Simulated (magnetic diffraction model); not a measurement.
# TmInSn: what an assumed order does to the neutron pattern

Space group P-62m (no. 189), a = 8.1490 Å, c = 3.9630 Å.

| site | atom | x | y | z |
| --- | --- | --- | --- | --- |
| 3g | Tm | 0 | 0.5951 | 1/2 |
| 2c | Sn | 1/3 | 2/3 | 0 |
| 1b | Sn | 0 | 0 | 1/2 |
| 3f | In | 0.2547 | 0 | 0 |

This is a made-up structure (elements placed in a structure type, unrelaxed), so the numbers test the method and describe no known phase.

Only Tm is taken to order (form factors of Tm3+); orders and moment sizes are assumed, and not adapted to the symmetry. Radiation: neutrons of λ = 2.567 Å, 3° to 80°; isotropic B of 0.26 Å² (Tm), 0.23 Å² (Sn) and 0.26 Å² (In). Simulated constant-wavelength pattern: nuclear and magnetic terms add, the magnetic one as |2.695 fm × Σ f S⊥ exp(2πi Q·r) exp(−B s²)|², summed over all Q at one angle with the factor 1/(sin²θ cos θ). For a modulated order the moment at position r is S exp(−2πi k·r) + c.c., with S = m/2 for a sine wave of amplitude m and S = m(u + iv)/2 for moments turning in a plane, u and v being orthogonal unit vectors in it; the phase factor of the sum at Q = H + k is then exp(2πi H·r). Free-ion form factors, Sears's scattering lengths of 1992, no absorption; a label names one of the reflections at its angle. The strongest nuclear line in the range is 100, and lines under 0.2 are left out.

Assume the order k = (1/3 1/3 0), a sine wave with moments along [100] (amplitudes given), 5.3 μB on Tm; signs + at (0, 0.5951, 1/2), + at (0.5951, 0, 1/2), + at (0.4049, 0.4049, 1/2).

Predict the pattern, nuclear and magnetic parts apart.

```csv
2θ (°),index,nuclear,magnetic
12.05,(1/3 1/3 0),0.0,137.9
20.96,(1 0 0),0.2,0.0
24.25,(2/3 2/3 0),0.0,22.6
32.26,(4/3 1/3 0),0.0,18.6
36.72,(1 1 0),8.9,0.0
37.79,(0 0 1),0.3,0.0
39.81,(1/3 1/3 1),0.0,33.4
42.66,(2 0 0),6.9,0.0
43.61,(1 0 1),3.2,0.0
44.49,(5/3 2/3 0),0.0,14.2
45.41,(2/3 2/3 1),0.0,16.4
49.67,(4/3 4/3 0),0.0,6.5
50.52,(4/3 1/3 1),0.0,29.4
53.72,(1 1 1),89.0,0.0
54.48,(7/3 1/3 0),0.0,6.8
57.52,(2 1 0),41.0,0.0
58.29,(2 0 1),100.0,0.0
59.77,(5/3 2/3 1),0.0,22.9
63.34,(5/3 5/3 0),0.0,1.7
64.06,(4/3 4/3 1),0.0,9.6
66.13,(3 0 0),56.6,0.0
67.51,(8/3 2/3 0),0.0,7.5
68.21,(7/3 1/3 1),0.0,11.2
70.91,(2 1 1),39.1,0.0
71.55,(7/3 4/3 0),0.0,5.2
76.18,(5/3 5/3 1),0.0,3.0
78.10,(2 2 0),10.8,0.0
79.39,(10/3 1/3 0),0.0,2.8
```

The strongest magnetic line in the range is (1/3 1/3 0) at 12.05° (137.9). On top of the Lorentz factor, which all lines share, magnetic lines fade with angle because f falls: for Tm3+ it is 0.97, 0.87, 0.75 and 0.49 at sin θ/λ = 0.1, 0.2, 0.3 and 0.5 Å⁻¹, while nuclear lengths stay constant. The order has no net moment.

[Logs are printed without paths, hosts, clocks, repeated set-up lines and the standing remarks that a program may print on its own settings, such as how far it seeks lower states.]
